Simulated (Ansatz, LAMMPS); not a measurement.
**Glassy 96GeO2-4K2O (mol %) (81 atoms) under strain**

Aim: relax glassy 96GeO2-4K2O (mol %) (81 atoms), then change its volume and shape to read moduli from the stress.

Calculated with Ansatz 0.2.0; Kohn-Sham DFT, PBE, PAW (set soft_2), plane waves.

**1. The starting structure**

The cell holds 81 atoms: 26 Ge, 2 K and 53 O. Cell: a = 10.886 Å, b = 10.886 Å, c = 10.886 Å, α = 90.0°, β = 90.0°, γ = 90.0°. 81 atoms (26 Ge, 2 K, 53 O) placed at random at 3.63 g/cm³, melted at 4000 K for 10 ps at fixed volume with the Morse and Coulomb pair potential with partial charges (Pedone, Malavasi, Menziani, Cormack and Segre, J. Phys. Chem. B 110, 11780 (2006)). Quenched from 4000 K to 300 K at 20 K/ps and fixed volume, held 10 ps at zero pressure.

Limits known from the start: The quench rate of 20 K/ps is orders of magnitude faster than experiment, which tends to freeze in extra defects. The network of bonds at the start is that of the classical potential that made the cell, and needn't be the one that DFT or experiment would give. Only the Γ point is sampled.

**2. Single point at the start**

A single point comes first, to see the forces before anything moves.

The input, input.yaml:

```yaml
crystal:
  lattice:
    - [10.88606, 0.0, 0.0]
    - [0.0, 10.88606, 0.0]
    - [0.0, 0.0, 10.88606]
  atoms:
    - { symbol: Ge, position: [0.33387, 0.32281, 0.52362] }
    - { symbol: Ge, position: [0.64111, 0.44975, 0.67312] }
    - { symbol: Ge, position: [0.33146, 0.63724, 0.52412] }
    - { symbol: Ge, position: [0.43793, 0.65048, 0.80056] }
    - { symbol: Ge, position: [0.06962, 0.68321, 0.36105] }
    - { symbol: Ge, position: [0.79178, 0.77715, 0.45932] }
    - { symbol: Ge, position: [0.63718, 0.53243, 0.38256] }
    - { symbol: Ge, position: [0.03954, 0.22641, 0.54898] }
    - { symbol: Ge, position: [0.08967, 0.83375, 0.08457] }
    - { symbol: Ge, position: [0.39054, 0.942, 0.32476] }
    - { symbol: Ge, position: [0.83499, 0.30221, 0.32188] }
    - { symbol: Ge, position: [0.34048, 0.23075, 0.24863] }
    - { symbol: Ge, position: [0.14941, 0.5844, 0.90612] }
    - { symbol: Ge, position: [0.15126, 0.08255, 0.95458] }
    - { symbol: Ge, position: [0.16738, 0.4668, 0.18851] }
    - { symbol: Ge, position: [0.43367, 0.12319, 0.97825] }
    - { symbol: Ge, position: [0.84009, 0.78371, 0.75693] }
    - { symbol: Ge, position: [0.9299, 0.42518, 0.76912] }
    - { symbol: Ge, position: [0.08042, 0.95521, 0.68572] }
    - { symbol: Ge, position: [0.37744, 0.89288, 0.63413] }
    - { symbol: Ge, position: [0.66782, 0.05785, 0.41026] }
    - { symbol: Ge, position: [0.52983, 0.83438, 0.02407] }
    - { symbol: Ge, position: [0.43236, 0.6418, 0.23403] }
    - { symbol: Ge, position: [0.81318, 0.94926, 0.99932] }
    - { symbol: Ge, position: [0.53794, 0.15919, 0.68616] }
    - { symbol: Ge, position: [0.90796, 0.24139, 0.02392] }
    - { symbol: K, position: [0.72436, 0.54845, 0.06733] }
    - { symbol: K, position: [0.8117, 0.13266, 0.7417] }
    - { symbol: O, position: [0.29103, 0.13721, 0.91774] }
    - { symbol: O, position: [0.83168, 0.67103, 0.86238] }
    - { symbol: O, position: [0.05594, 0.51889, 0.80194] }
    - { symbol: O, position: [0.76025, 0.92601, 0.41163] }
    - { symbol: O, position: [0.98114, 0.83787, 0.69766] }
    - { symbol: O, position: [0.97226, 0.30863, 0.66464] }
    - { symbol: O, position: [0.67856, 0.89203, 0.05474] }
    - { symbol: O, position: [0.42664, 0.21591, 0.11162] }
    - { symbol: O, position: [0.29288, 0.57176, 0.20815] }
    - { symbol: O, position: [0.63998, 0.10214, 0.55725] }
    - { symbol: O, position: [0.54095, 0.00969, 0.32973] }
    - { symbol: O, position: [0.0974, 0.77752, 0.23113] }
    - { symbol: O, position: [0.87653, 0.31039, 0.16975] }
    - { symbol: O, position: [0.48669, 0.7793, 0.87117] }
    - { symbol: O, position: [0.53313, 0.53596, 0.76326] }
    - { symbol: O, position: [0.29983, 0.60257, 0.86386] }
    - { symbol: O, position: [0.39645, 0.81322, 0.24433] }
    - { symbol: O, position: [0.07813, 0.03096, 0.82345] }
    - { symbol: O, position: [0.11388, 0.71777, 0.98056] }
    - { symbol: O, position: [0.94465, 0.26178, 0.42616] }
    - { symbol: O, position: [0.54252, 0.5217, 0.25319] }
    - { symbol: O, position: [0.90007, 0.34671, 0.90175] }
    - { symbol: O, position: [0.79324, 0.91598, 0.83515] }
    - { symbol: O, position: [0.18609, 0.27293, 0.52339] }
    - { symbol: O, position: [0.75784, 0.43839, 0.3525] }
    - { symbol: O, position: [0.63164, 0.29939, 0.69874] }
    - { symbol: O, position: [0.47831, 0.99824, 0.67586] }
    - { symbol: O, position: [0.53443, 0.15295, 0.85576] }
    - { symbol: O, position: [0.174, 0.9566, 0.04343] }
    - { symbol: O, position: [0.79768, 0.47569, 0.70041] }
    - { symbol: O, position: [0.39472, 0.29917, 0.37657] }
    - { symbol: O, position: [0.4487, 0.97352, 0.03041] }
    - { symbol: O, position: [0.60145, 0.48316, 0.5244] }
    - { symbol: O, position: [0.73288, 0.18021, 0.34184] }
    - { symbol: O, position: [0.23507, 0.9132, 0.6781] }
    - { symbol: O, position: [0.38685, 0.72438, 0.65318] }
    - { symbol: O, position: [0.05315, 0.17914, 0.02457] }
    - { symbol: O, position: [0.04401, 0.06655, 0.57872] }
    - { symbol: O, position: [0.94398, 0.72833, 0.43612] }
    - { symbol: O, position: [0.43281, 0.64535, 0.40338] }
    - { symbol: O, position: [0.68833, 0.67947, 0.39064] }
    - { symbol: O, position: [0.22095, 0.32402, 0.22494] }
    - { symbol: O, position: [0.82688, 0.11302, 0.00233] }
    - { symbol: O, position: [0.36605, 0.89552, 0.47613] }
    - { symbol: O, position: [0.14085, 0.48551, 0.03506] }
    - { symbol: O, position: [0.06858, 0.53657, 0.28907] }
    - { symbol: O, position: [0.51294, 0.69471, 0.09017] }
    - { symbol: O, position: [0.32642, 0.47999, 0.54576] }
    - { symbol: O, position: [0.93907, 0.88626, 0.05669] }
    - { symbol: O, position: [0.76124, 0.7667, 0.61984] }
    - { symbol: O, position: [0.18915, 0.67902, 0.4679] }
    - { symbol: O, position: [0.41047, 0.23009, 0.62064] }
    - { symbol: O, position: [0.31318, 0.07703, 0.28552] }
kpoints:
  mp_grid: { grid: [1, 1, 1] }
hamiltonian:
  xc: pbe
scf:
  occupations: { method: fixed }
output:
  forces: true
```

Launch:

```console
ansatz run input.yaml --threads 4 --pin off --max-ram 8192MiB --backend cpu --events-out ev --progress --plain --runs-dir out
```

Numbers of over 12 decimals in the logs are rounded to 6 here.

The program printed:

```text
Engine: ansatz 0.2.0, aarch64-unknown-linux-gnu
Pseudopotentials: kind: paw
Pseudopotential: Ge, paw, valence charge 14, recommended cutoff 420 eV (normal), Ge.paw.azcp
Pseudopotential: K, paw, valence charge 9, recommended cutoff 420 eV (normal), K.paw.azcp
Pseudopotential: O, paw, valence charge 6, recommended cutoff 420 eV (normal), O.paw.azcp
[... 5 lines on functional and potentials left out ...]
Crystal: 81 atoms, lattice volume = 1290.067 Å³
Basis set: ecut = 420 eV, 25269 PW (Γ), exchange–correlation on 150×150×150 points (8 copies of the dense FFT grid, shifted against one another)
Bands: 431, of which v1, the nominal top of the filled ones, is band 350 counted from 1 (349 counted from 0)
Symmetry: 1 space group operations
Space group: P1 (ITA 1), of the structure as read, at distance tolerance 1.1e-4 Å
k-points: 1
[... 7 lines on functional and potentials left out ...]
Initial density: superposition of atomic densities (neutral atoms: chi_scale 0, normalization atom), corrected by the library's trained network
Initial wavefunctions: pseudopotential atomic-orbital guess
Functional: x = pbe(κ = 0.804, μ = 0.219515), c = pbe(β = 0.066725)
SCF iter   1: F=—  HF=-144802.565754 eV  |F-HF|=—  |Δ(HF+E_count)|=         —  Δρ=3.10e-3  dr2=1.57e-1  ethr=1.77e-3  ⟨swp⟩=5.0  Hψ=1330  notcnv=0  defer=79
preconditioner: auto → Resta (q_TF=auto, 2.464 Å⁻¹)  ε∞=2.7  [insulator: Δε(μ)=1.294 eV  Ē_g=21.037 eV  n_scr=340 (ndim 8)  ℏωp=27.4 eV  f_vac=0.276  ε∞_Penn≈2.7]
SCF iter   2: F=—  HF=-144802.551521 eV  |F-HF|=—  |Δ(HF+E_count)|=   1.42e-2  Δρ=1.78e-3  dr2=3.09e-2  ethr=2.25e-5  ⟨swp⟩=2.0  Hψ=635  notcnv=0  defer=79
SCF iter   3: F=—  HF=-144802.549768 eV  |F-HF|=—  |Δ(HF+E_count)|=   1.75e-3  Δρ=7.39e-4  dr2=9.82e-3  ethr=4.41e-6  ⟨swp⟩=2.0  Hψ=582  notcnv=0  defer=79
SCF iter   4: F=—  HF=-144802.549579 eV  |F-HF|=—  |Δ(HF+E_count)|=   1.89e-4  Δρ=3.45e-4  dr2=1.52e-3  ethr=1.40e-6  ⟨swp⟩=2.0  Hψ=584  notcnv=0  defer=79
SCF iter   5: F=—  HF=-144802.549504 eV  |F-HF|=—  |Δ(HF+E_count)|=   7.46e-5  Δρ=1.35e-4  dr2=2.55e-4  ethr=2.18e-7  ⟨swp⟩=2.0  Hψ=638  notcnv=0  defer=78
SCF iter   6: F=—  HF=-144802.549549 eV  |F-HF|=—  |Δ(HF+E_count)|=   4.45e-5  Δρ=4.89e-5  dr2=3.19e-5  ethr=3.64e-8  ⟨swp⟩=2.0  Hψ=577  notcnv=0  defer=72
SCF iter   7: F=—  HF=-144802.548146 eV  |F-HF|=—  |Δ(HF+E_count)|=   1.40e-3  Δρ=1.91e-5  dr2=4.45e-6  ethr=4.56e-9  ⟨swp⟩=2.0  Hψ=708  notcnv=0  defer=72
SCF iter   8: F=—  HF=-144802.548148 eV  |F-HF|=—  |Δ(HF+E_count)|=   2.69e-6  Δρ=6.09e-6  dr2=5.22e-7  ethr=6.36e-10  ⟨swp⟩=2.0  Hψ=582  notcnv=0  defer=72
SCF iter   9: F=—  HF=-144802.548149 eV  |F-HF|=—  |Δ(HF+E_count)|=   2.69e-7  Δρ=2.86e-6  dr2=1.01e-7  ethr=1.43e-11  ⟨swp⟩=4.0  Hψ=1301  notcnv=0
SCF iter  10: F=-144802.548149 eV  HF=-144802.548149 eV  |F-HF|=4.25e-9  |Δ(HF+E_count)|=   2.14e-8  Δρ=1.02e-6  dr2=1.31e-8  ethr=1.43e-11  ⟨swp⟩=4.0  Hψ=1110  notcnv=0
SCF 1 converged in 10 iterations: F = -144802.548149 eV  dr2 = 1.31e-8
  greatest PAW one-centre occupation: 0.999 electrons in one spin orbital (limit 2), on the Ge atom at site 22 (counted from 0), in its partial waves of l = 2
SCF converged after 10 iterations
Free energy (F): -144802.548149 eV
Harris-Foulkes:  -144802.548149 eV  (|F-HF|=4.25e-9)
Internal energy: -144802.548149 eV  (E = F + TS)
E sigma→0 (E₀):  -144802.548149 eV
Fermi energy:    4.219632 eV
--- Per-component energies (eV) ---
  E_band       = -7193.964182
  E_kinetic    = 12746.157718
  E_local      = -111914.482773  (includes V_loc(G=0)·N_el)
  E_nonlocal   = 13684.990056
  E_hartree    = 47828.179943
  E_xc         = -6095.855782
  E_vxc        = -6942.462760  (∫ρ·V_xc dr)
  E_paw        = -62677.822114  (= ΣΔE_a)
  E_vpaw       = -10424.663195  (= ΣTr[D̂ρ^β])
  E_aug_tail   = 0.142201  (compensation charges beyond the density's cutoff)
  E_ewald      = -38373.857396
  E_smearing   = -0.000000  (= −TS)
  E_closure    = -0.000000  (closes the sum)
  Σ components = -144802.548149   (vs F -144802.548149, Δ=0.00e0)
--- Forces (eV/Å), atoms counted from 1 ---
  atom   1  Ge     0.60571528     0.56746392    -1.12587242
  atom   2  Ge     0.22340863     1.34324596    -0.05418376
  atom   3  Ge     0.05661005    -0.97328809    -3.24192569
  atom   4  Ge    -1.28947388     0.30346035     0.49003105
  atom   5  Ge     2.33035066    -0.75152292    -1.99357346
  atom   6  Ge    -0.35158219     0.76824205     1.54360908
  atom   7  Ge    -1.51184860     0.19380842    -0.75470750
  atom   8  Ge     0.40301099    -0.45579630    -0.48909780
  atom   9  Ge    -1.46068599    -0.94793858    -0.11995812
  atom  10  Ge     2.00690427     2.15038355     1.62520391
  atom  11  Ge    -1.58768943    -0.75277194     0.97581614
  atom  12  Ge     1.73780269    -2.53032332    -1.14213821
  atom  13  Ge     0.13008820    -0.08728844     2.76153297
  atom  14  Ge    -0.56685246    -0.83651231    -1.28151263
[...]
atom  80  O     -0.49456513    -0.20632927     0.97797926
  atom  81  O     -1.80444656    -0.67915447    -0.00099286
  max |Σ_I F_I| component: 3.85e-5 eV/Å
```

Run time: 18 s. Hardware: 4 threads of Arm Neoverse V1, shared host; peak memory 1.7 GiB; 71 s of CPU time.

The column dr2 measures how far the density is from self-consistency, as an energy; F and HF (Harris–Foulkes) agree once it is small.

The r.m.s. force at the start is 1.2 eV/Å.

(Continued in part 2 of 3.)

[Logs are printed without paths, hosts, clocks, repeated set-up lines and the standing remarks that a program may print on its own settings, such as how far it seeks lower states.]

[Hosts, paths, dates, database ids (printed as entryN), source tags and the programs' standing remarks are cut or masked in the printed files.]
